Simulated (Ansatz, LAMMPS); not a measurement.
# A frame of liquid methanol from 298 K (96 atoms): geometry optimisation, part 2 of 4

Aim: bring a frame of liquid methanol from 298 K (96 atoms) to a nearby minimum of the energy and see what moves.

Ansatz 0.2.0; Kohn-Sham DFT, PBE+D3(BJ), PAW (set soft_2), plane waves.

The cell: 16 C, 16 O and 64 H. The network of contacts between molecules at the start is that of the classical potential that made the cell. The density was typed from a rule of thumb and may lie off the real one at this temperature. The Brillouin zone is sampled at Γ only, in a cell whose shortest periodic width is 10 Å.

So far. Step 3 (Single point at the start): The r.m.s. force component of 0.78 eV/Å and the pressure of 1.8 GPa set the starting point.

## Step 4: Relaxation

With the cell held, the atoms are moved downhill towards a nearby minimum.

input.yaml

```yaml
crystal:
  lattice:
    - [10.24796, 0.0, 0.0]
    - [0.0, 10.24796, 0.0]
    - [0.0, 0.0, 10.24796]
  atoms:
    [... the 96 atom lines of step 3 ...]
kpoints:
  mp_grid: { grid: [1, 1, 1] }
hamiltonian:
  xc: pbe
  dispersion: d3bj
scf:
  occupations: { method: fermi_dirac, width: 0.05 }
output:
  forces: true
relax:
  f_tol: 0.05
  max_steps: 200
```

Run with:

```
> ansatz run input.yaml --threads 4 --pin off --max-ram 8192MiB --backend cpu --events-out ev --progress --plain --runs-dir out
```

Numbers of over 12 decimals in the logs are rounded to 6 here.

Output:

```text
[...]
Crystal: 96 atoms, lattice volume = 1076.248 Å³
Basis set: ecut = 420 eV, 21079 PW (Γ), exchange–correlation on 144×144×144 points (8 copies of the dense FFT grid, shifted against one another)
Bands: 208, of which v1, the nominal top of the filled ones, is band 112 counted from 1 (111 counted from 0)
Symmetry: 1 space group operations
[...]
k-points: 1
[...]
SCF iter   1: F=—  HF=-14114.508530 eV  |F-HF|=—  |Δ(HF+E_count)|=         —  Δρ=4.39e-3  dr2=2.61e-1  ethr=1.77e-3  ⟨swp⟩=6.0  Hψ=985  notcnv=0  defer=29
[...]
SCF iter   6: F=-14114.452485 eV  HF=-14114.452512 eV  |F-HF|=2.76e-5  |Δ(HF+E_count)|=   6.60e-5  Δρ=6.06e-5  dr2=3.09e-5  ethr=2.79e-8  ⟨swp⟩=3.0  Hψ=599  notcnv=0
SCF 1 converged in 6 iterations: F = -14114.452485 eV  dr2 = 3.09e-5
[...]
relax step   1: F+E_penalty+E_count = -14114.45248487 eV  Δ(F+E_penalty+E_count) = +0.000e0 eV  max|allowed force component| = 3.123e0 eV/Å  Δτ_max = 0.0000 Å  (6 SCF iters, dr2 threshold 6.25e-5 eV, accepted)
[...]
relax step   2: F+E_penalty+E_count = -14117.43960765 eV  Δ(F+E_penalty+E_count) = -2.987e0 eV  max|allowed force component| = 1.399e0 eV/Å  Δτ_max = 0.1944 Å  (6 SCF iters, dr2 threshold 1.00e-4 eV, accepted)
[...]
relax step   3: F+E_penalty+E_count = -14118.05333767 eV  Δ(F+E_penalty+E_count) = -6.137e-1 eV  max|allowed force component| = 1.161e0 eV/Å  Δτ_max = 0.1947 Å  (5 SCF iters, dr2 threshold 1.00e-4 eV, accepted)
relax step   4: F+E_penalty+E_count = -14118.36261175 eV  Δ(F+E_penalty+E_count) = -3.093e-1 eV  max|allowed force component| = 4.100e-1 eV/Å  Δτ_max = 0.1945 Å  (6 SCF iters, dr2 threshold 1.00e-4 eV, accepted)
relax step   5: F+E_penalty+E_count = -14118.59284067 eV  Δ(F+E_penalty+E_count) = -2.302e-1 eV  max|allowed force component| = 1.893e-1 eV/Å  Δτ_max = 0.1957 Å  (7 SCF iters, dr2 threshold 2.10e-5 eV, accepted)
relax step   6: F+E_penalty+E_count = -14118.76745371 eV  Δ(F+E_penalty+E_count) = -1.746e-1 eV  max|allowed force component| = 2.150e-1 eV/Å  Δτ_max = 0.1950 Å  (8 SCF iters, dr2 threshold 4.47e-6 eV, accepted)
relax step   7: F+E_penalty+E_count = -14118.88525598 eV  Δ(F+E_penalty+E_count) = -1.178e-1 eV  max|allowed force component| = 2.528e-1 eV/Å  Δτ_max = 0.1982 Å  (7 SCF iters, dr2 threshold 9.85e-6 eV, accepted)
relax step   8: F+E_penalty+E_count = -14118.97257836 eV  Δ(F+E_penalty+E_count) = -8.732e-2 eV  max|allowed force component| = 2.832e-1 eV/Å  Δτ_max = 0.1977 Å  (6 SCF iters, dr2 threshold 6.39e-5 eV, accepted)
relax step   9: F+E_penalty+E_count = -14119.03548227 eV  Δ(F+E_penalty+E_count) = -6.290e-2 eV  max|allowed force component| = 2.567e-1 eV/Å  Δτ_max = 0.1912 Å  (6 SCF iters, dr2 threshold 8.02e-5 eV, accepted)
[...]
relax step  10: F+E_penalty+E_count = -14119.08681346 eV  Δ(F+E_penalty+E_count) = -5.133e-2 eV  max|allowed force component| = 4.291e-1 eV/Å  Δτ_max = 0.1907 Å  (6 SCF iters, dr2 threshold 5.42e-5 eV, accepted)
relax step  11: F+E_penalty+E_count = -14119.12224412 eV  Δ(F+E_penalty+E_count) = -3.543e-2 eV  max|allowed force component| = 3.133e-1 eV/Å  Δτ_max = 0.1411 Å  (6 SCF iters, dr2 threshold 1.00e-4 eV, accepted)
relax step  12: F+E_penalty+E_count = -14119.15019874 eV  Δ(F+E_penalty+E_count) = -2.795e-2 eV  max|allowed force component| = 2.433e-1 eV/Å  Δτ_max = 0.1551 Å  (6 SCF iters, dr2 threshold 5.23e-5 eV, accepted)
relax step  13: F+E_penalty+E_count = -14119.17384296 eV  Δ(F+E_penalty+E_count) = -2.364e-2 eV  max|allowed force component| = 2.896e-1 eV/Å  Δτ_max = 0.1709 Å  (6 SCF iters, dr2 threshold 3.16e-5 eV, accepted)
relax step  14: F+E_penalty+E_count = -14119.19123068 eV  Δ(F+E_penalty+E_count) = -1.739e-2 eV  max|allowed force component| = 1.182e-1 eV/Å  Δτ_max = 0.1789 Å  (6 SCF iters, dr2 threshold 5.06e-5 eV, accepted)
relax step  15: F+E_penalty+E_count = -14119.20157821 eV  Δ(F+E_penalty+E_count) = -1.035e-2 eV  max|allowed force component| = 1.990e-1 eV/Å  Δτ_max = 0.1452 Å  (9 SCF iters, accepted)
relax step  16: F+E_penalty+E_count = -14119.20933305 eV  Δ(F+E_penalty+E_count) = -7.755e-3 eV  max|allowed force component| = 3.233e-1 eV/Å  Δτ_max = 0.1549 Å  (7 SCF iters, dr2 threshold 6.60e-6 eV, accepted)
relax step  17: F+E_penalty+E_count = -14119.21772160 eV  Δ(F+E_penalty+E_count) = -8.389e-3 eV  max|allowed force component| = 2.724e-1 eV/Å  Δτ_max = 0.0752 Å  (5 SCF iters, dr2 threshold 1.00e-4 eV, accepted)
relax step  18: F+E_penalty+E_count = -14119.23149338 eV  Δ(F+E_penalty+E_count) = -1.377e-2 eV  max|allowed force component| = 2.301e-1 eV/Å  Δτ_max = 0.1451 Å  (6 SCF iters, dr2 threshold 5.27e-5 eV, accepted)
relax step  19: F+E_penalty+E_count = -14119.23612263 eV  Δ(F+E_penalty+E_count) = -4.629e-3 eV  max|allowed force component| = 4.180e-1 eV/Å  Δτ_max = 0.1877 Å  (6 SCF iters, dr2 threshold 3.76e-5 eV, accepted)
relax step  20: F+E_penalty+E_count = -14119.24613061 eV  Δ(F+E_penalty+E_count) = -1.001e-2 eV  max|allowed force component| = 2.030e-1 eV/Å  Δτ_max = 0.0589 Å  (5 SCF iters, dr2 threshold 1.00e-4 eV, accepted)
relax step  21: F+E_penalty+E_count = -14119.25388554 eV  Δ(F+E_penalty+E_count) = -7.755e-3 eV  max|allowed force component| = 7.162e-2 eV/Å  Δτ_max = 0.0836 Å  (6 SCF iters, dr2 threshold 9.71e-6 eV, accepted)
relax step  22: F+E_penalty+E_count = -14119.26007756 eV  Δ(F+E_penalty+E_count) = -6.192e-3 eV  max|allowed force component| = 1.758e-1 eV/Å  Δτ_max = 0.1325 Å  (9 SCF iters, accepted)
relax step  23: F+E_penalty+E_count = -14119.26545794 eV  Δ(F+E_penalty+E_count) = -5.380e-3 eV  max|allowed force component| = 1.583e-1 eV/Å  Δτ_max = 0.0605 Å  (6 SCF iters, dr2 threshold 3.85e-6 eV, accepted)
relax step  24: F+E_penalty+E_count = -14119.27298287 eV  Δ(F+E_penalty+E_count) = -7.525e-3 eV  max|allowed force component| = 1.365e-1 eV/Å  Δτ_max = 0.1442 Å  (6 SCF iters, dr2 threshold 2.03e-5 eV, accepted)
relax step  25: F+E_penalty+E_count = -14119.27815639 eV  Δ(F+E_penalty+E_count) = -5.174e-3 eV  max|allowed force component| = 1.607e-1 eV/Å  Δτ_max = 0.0876 Å  (6 SCF iters, dr2 threshold 1.39e-5 eV, accepted)
relax step  26: F+E_penalty+E_count = -14119.28282733 eV  Δ(F+E_penalty+E_count) = -4.671e-3 eV  max|allowed force component| = 1.795e-1 eV/Å  Δτ_max = 0.0830 Å  (6 SCF iters, dr2 threshold 1.92e-5 eV, accepted)
[...]
relax step  36: F+E_penalty+E_count = -14119.30914626 eV  Δ(F+E_penalty+E_count) = -1.270e-3 eV  max|allowed force component| = 6.509e-2 eV/Å  Δτ_max = 0.0863 Å  (9 SCF iters, accepted)
relax step  37: F+E_penalty+E_count = -14119.31011793 eV  Δ(F+E_penalty+E_count) = -9.717e-4 eV  max|allowed force component| = 4.565e-2 eV/Å  Δτ_max = 0.0610 Å  (7 SCF iters, dr2 threshold 2.53e-6 eV, accepted)
relax step  38: F+E_penalty+E_count = -14119.31011807 eV  Δ(F+E_penalty+E_count) = -1.427e-7 eV  max|allowed force component| = 4.568e-2 eV/Å  Δτ_max = 0.0000 Å  (3 SCF iters, accepted)
relax step  39: F+E_penalty+E_count = -14119.31127334 eV  Δ(F+E_penalty+E_count) = -1.155e-3 eV  max|allowed force component| = 5.583e-2 eV/Å  Δτ_max = 0.0834 Å  (9 SCF iters, accepted)
relax step  40: F+E_penalty+E_count = -14119.31221154 eV  Δ(F+E_penalty+E_count) = -9.382e-4 eV  max|allowed force component| = 6.866e-2 eV/Å  Δτ_max = 0.0670 Å  (7 SCF iters, dr2 threshold 3.12e-6 eV, accepted)
relax step  41: F+E_penalty+E_count = -14119.31321542 eV  Δ(F+E_penalty+E_count) = -1.004e-3 eV  max|allowed force component| = 7.082e-2 eV/Å  Δτ_max = 0.0737 Å  (6 SCF iters, dr2 threshold 4.71e-6 eV, accepted)
relax step  42: F+E_penalty+E_count = -14119.31410824 eV  Δ(F+E_penalty+E_count) = -8.928e-4 eV  max|allowed force component| = 9.188e-2 eV/Å  Δτ_max = 0.0662 Å  (6 SCF iters, dr2 threshold 5.02e-6 eV, accepted)
relax step  43: F+E_penalty+E_count = -14119.31509039 eV  Δ(F+E_penalty+E_count) = -9.821e-4 eV  max|allowed force component| = 1.136e-1 eV/Å  Δτ_max = 0.0774 Å  (6 SCF iters, dr2 threshold 8.44e-6 eV, accepted)
relax step  44: F+E_penalty+E_count = -14119.31594935 eV  Δ(F+E_penalty+E_count) = -8.590e-4 eV  max|allowed force component| = 1.280e-1 eV/Å  Δτ_max = 0.0759 Å  (5 SCF iters, dr2 threshold 1.29e-5 eV, accepted)
relax step  45: F+E_penalty+E_count = -14119.31667923 eV  Δ(F+E_penalty+E_count) = -7.299e-4 eV  max|allowed force component| = 1.034e-1 eV/Å  Δτ_max = 0.0400 Å  (4 SCF iters, dr2 threshold 1.64e-5 eV, accepted)
relax step  46: F+E_penalty+E_count = -14119.31755320 eV  Δ(F+E_penalty+E_count) = -8.740e-4 eV  max|allowed force component| = 6.057e-2 eV/Å  Δτ_max = 0.0621 Å  (5 SCF iters, dr2 threshold 6.97e-6 eV, accepted)
relax step  47: F+E_penalty+E_count = -14119.31852740 eV  Δ(F+E_penalty+E_count) = -9.742e-4 eV  max|allowed force component| = 7.907e-2 eV/Å  Δτ_max = 0.1531 Å  (9 SCF iters, accepted)
relax step  48: F+E_penalty+E_count = -14119.31907807 eV  Δ(F+E_penalty+E_count) = -5.507e-4 eV  max|allowed force component| = 5.790e-2 eV/Å  Δτ_max = 0.0447 Å  (7 SCF iters, accepted)
relax step  49: F+E_penalty+E_count = -14119.31996613 eV  Δ(F+E_penalty+E_count) = -8.881e-4 eV  max|allowed force component| = 1.630e-2 eV/Å  Δτ_max = 0.0757 Å  (8 SCF iters, accepted)
relax step  50: F+E_penalty+E_count = -14119.32050894 eV  Δ(F+E_penalty+E_count) = -5.428e-4 eV  max|allowed force component| = 5.693e-2 eV/Å  Δτ_max = 0.1354 Å  (9 SCF iters, accepted)
relax step  51: F+E_penalty+E_count = -14119.32100842 eV  Δ(F+E_penalty+E_count) = -4.995e-4 eV  max|allowed force component| = 5.163e-2 eV/Å  Δτ_max = 0.0245 Å  (7 SCF iters, accepted)
relax step  52: F+E_penalty+E_count = -14119.32142025 eV  Δ(F+E_penalty+E_count) = -4.118e-4 eV  max|allowed force component| = 4.085e-2 eV/Å  Δτ_max = 0.0322 Å  (8 SCF iters, accepted)
[...]
relax step  53: F+E_penalty+E_count = -14119.32209936 eV  Δ(F+E_penalty+E_count) = -6.791e-4 eV  max|allowed force component| = 2.591e-2 eV/Å  Δτ_max = 0.0841 Å  (9 SCF iters, accepted)
SCF converged after 9 iterations
Free energy (F): -14119.322099 eV
[...]
Internal energy: -14119.322099 eV  (E = F + TS)
E sigma→0 (E₀):  -14119.322099 eV
Fermi energy:    0.261976 eV
[...]
--- Forces (eV/Å), atoms counted from 1 ---
  atom   1  C      0.00652875     0.00617887    -0.00198780
  atom   2  O      0.00123322     0.00188670     0.00288066
  atom   3  H      0.00087476    -0.00394982    -0.00071529
  atom   4  H      0.00073797    -0.00409608     0.00032949
  atom   5  H     -0.00733675    -0.00076851     0.00035137
  atom   6  H     -0.00429695     0.00171300    -0.00256110
  atom   7  C      0.00607547    -0.01752677     0.00463796
  atom   8  O     -0.02037669    -0.00692170    -0.00593325
  atom   9  H     -0.00107992    -0.00583334     0.00240553
  atom  10  H      0.01473178     0.00416464    -0.02324150
  atom  11  H      0.00397019     0.02403055     0.01894213
  atom  12  H     -0.00276067     0.00139022     0.00271658
  atom  13  C      0.00483637    -0.00465346     0.00210582
  atom  14  O     -0.00143127     0.00407272     0.00131331
[...]
atom  95  H     -0.00046471     0.00130470     0.00094815
  atom  96  H     -0.00210868     0.00183462     0.00382548
  max |Σ_I F_I| component: 3.65e-5 eV/Å
--- Relaxed structure (53 steps of the walk, 53 accepted, 0 SCFs on fresh bases) ---
  F+E_penalty+E_count = -14119.32209936 eV   max|allowed force component| = 2.591e-2 eV/Å
  atoms:
    - { symbol: C, position: [0.644746, 0.666590, 0.369272] }
    - { symbol: O, position: [0.588034, 0.542377, 0.398712] }
    - { symbol: H, position: [0.617052, 0.734600, 0.446949] }
    - { symbol: H, position: [0.607221, 0.705551, 0.276374] }
[...]
- { symbol: H, position: [0.526809, 0.128435, 0.760075] }
```

Run time: 90 s. Hardware: 4 threads of Intel Xeon 6975P-C (Granite Rapids), shared host; peak memory 1.1 GiB; 5.3 min of CPU time.

Relaxation path (22 of 53):

| step | energy less that of the first step (eV) | largest force component (eV/Å) |
| --- | --- | --- |
| 1 | 0.0000 | 3.1228 |
| 3 | -3.6009 | 1.1613 |
| 6 | -4.3150 | 0.2150 |
| 8 | -4.5201 | 0.2832 |
| 11 | -4.6698 | 0.3133 |
| 13 | -4.7214 | 0.2896 |
| 16 | -4.7568 | 0.3233 |
| 18 | -4.7790 | 0.2301 |
| 21 | -4.8014 | 0.0716 |
| 23 | -4.8130 | 0.1583 |
| 26 | -4.8303 | 0.1795 |
| 28 | -4.8385 | 0.1412 |
| 31 | -4.8481 | 0.1297 |
| 33 | -4.8528 | 0.0931 |
| 36 | -4.8567 | 0.0651 |
| 38 | -4.8576 | 0.0457 |
| 41 | -4.8607 | 0.0708 |
| 43 | -4.8626 | 0.1136 |
| 46 | -4.8651 | 0.0606 |
| 48 | -4.8666 | 0.0579 |
| 51 | -4.8685 | 0.0516 |
| 53 | -4.8696 | 0.0259 |

The atoms that moved most (Å):

| atom | dx | dy | dz | length |
| --- | --- | --- | --- | --- |
| H11 | -0.580 | -0.032 | -2.453 | 2.521 |
| H10 | -1.845 | -0.890 | -1.342 | 2.449 |
| H39 | 1.918 | 1.159 | 0.329 | 2.265 |
| H40 | 1.885 | 0.767 | 0.644 | 2.134 |
| H34 | -0.687 | -1.489 | -0.954 | 1.897 |
| C37 | 1.726 | 0.668 | 0.308 | 1.876 |
| H89 | 1.568 | -0.907 | 0.405 | 1.856 |
| H17 | -0.768 | -0.169 | -1.661 | 1.838 |

The relaxation changed the energy by -50.7 meV/atom, and atoms moved by 1.2 Å r.m.s., 2.5 Å at most.

## Step 5: Local order after relaxation

Bonds before and after, by the cutoffs listed below:

| pair | bonds before | bonds after | mean before (Å) | mean after (Å) | spread before (Å) | spread after (Å) |
| --- | --- | --- | --- | --- | --- | --- |
| H-C | 48 | 48 | 1.087 | 1.100 | 0.027 | 0.003 |
| H-O | 16 | 16 | 0.988 | 1.001 | 0.021 | 0.007 |
| C-O | 16 | 16 | 1.430 | 1.430 | 0.024 | 0.005 |

Density 0.791 g/cm³, 11.21 Å³ an atom.

Pair distribution functions g(r), in bins of 0.2 Å:

| r (Å) | total | H-H | H-C | H-O | C-C | C-O | O-O |
| --- | --- | --- | --- | --- | --- | --- | --- |
| 0.90 | 0.78 | 0.00 | 0.00 | 3.52 | 0.00 | 0.00 | 0.00 |
| 1.10 | 4.38 | 0.00 | 16.50 | 3.19 | 0.00 | 0.00 | 0.00 |
| 1.30 | 0.00 | 0.00 | 0.00 | 0.00 | 0.00 | 0.00 | 0.00 |
| 1.50 | 0.77 | 0.00 | 0.00 | 0.17 | 0.00 | 13.20 | 0.00 |
| 1.70 | 1.91 | 3.19 | 0.00 | 2.23 | 0.00 | 0.00 | 0.00 |
| 1.90 | 0.33 | 0.00 | 1.50 | 0.00 | 0.00 | 0.00 | 0.00 |
| 2.10 | 1.12 | 0.13 | 0.20 | 4.60 | 0.00 | 0.00 | 0.00 |
| 2.30 | 0.64 | 1.44 | 0.00 | 0.00 | 0.00 | 0.00 | 0.00 |
| 2.50 | 0.49 | 0.84 | 0.39 | 0.06 | 0.00 | 0.00 | 0.51 |
| 2.70 | 0.86 | 0.97 | 0.59 | 0.46 | 0.00 | 0.00 | 7.00 |
| 2.90 | 0.81 | 1.43 | 0.34 | 0.44 | 0.00 | 0.00 | 0.00 |
| 3.10 | 0.74 | 0.92 | 0.69 | 0.78 | 0.00 | 0.17 | 0.00 |
| 3.30 | 1.04 | 0.80 | 1.15 | 1.33 | 0.00 | 2.37 | 0.00 |
| 3.50 | 1.17 | 0.96 | 1.13 | 1.53 | 0.00 | 2.73 | 0.00 |
| 3.70 | 1.10 | 0.89 | 1.31 | 1.23 | 2.39 | 1.25 | 0.00 |
| 3.90 | 1.04 | 1.01 | 1.16 | 0.91 | 3.54 | 0.77 | 0.00 |
| 4.10 | 0.87 | 0.88 | 0.92 | 0.92 | 0.79 | 0.71 | 0.20 |
| 4.30 | 1.11 | 1.05 | 1.32 | 0.99 | 1.79 | 1.07 | 0.92 |
| 4.50 | 1.12 | 1.17 | 0.89 | 1.25 | 0.98 | 0.99 | 1.67 |
| 4.70 | 1.00 | 0.85 | 1.07 | 0.93 | 1.37 | 1.36 | 2.12 |
| 4.90 | 1.02 | 0.94 | 1.41 | 0.73 | 1.27 | 0.98 | 1.11 |

Bonds by pair of elements; cutoffs follow the first minimum of g(r), held within bounds set by covalent radii, and pairs that aren't listed don't count as bonded:

| pair A-B | cutoff (Å) | bonds | mean length (Å) | spread (Å) | shortest (Å) | B about A | A about B |
| --- | --- | --- | --- | --- | --- | --- | --- |
| H-C | 1.34 | 48 | 1.1 | 0.003 | 1.09 | 0.75 | 3 |
| H-O | 1.21 | 16 | 1.00 | 0.007 | 0.991 | 0.25 | 1 |
| C-O | 1.73 | 16 | 1.43 | 0.005 | 1.42 | 1 | 1 |

How many atoms have how many bonded neighbours:

| element | mean | 1 | 2 | 4 |
| --- | --- | --- | --- | --- |
| C | 4 | 0 | 0 | 16 |
| H | 1 | 64 | 0 | 0 |
| O | 2 | 0 | 16 | 0 |

Bond angles (no mean is given where the spread exceeds 20°):

| angle | count | mean (°) | spread (°) |
| --- | --- | --- | --- |
| H-C-H | 48 | 108 | 0.4 |
| H-C-O | 48 | 110 | 1.7 |
| C-O-H | 16 | 108 | 0.5 |

With the cutoffs above, all C atoms have 4, all H atoms have 1 and all O atoms have 2 bonded neighbours. The H-C-H angle averages 108° with a spread of 0.4°.

(Continued in part 3 of 4.)

[Logs are printed without paths, hosts, clocks, repeated set-up lines and the standing remarks that a program may print on its own settings, such as how far it seeks lower states.]

[Hosts, paths, dates, database ids (printed as entryN), source tags and the programs' standing remarks are cut or masked in the printed files.]
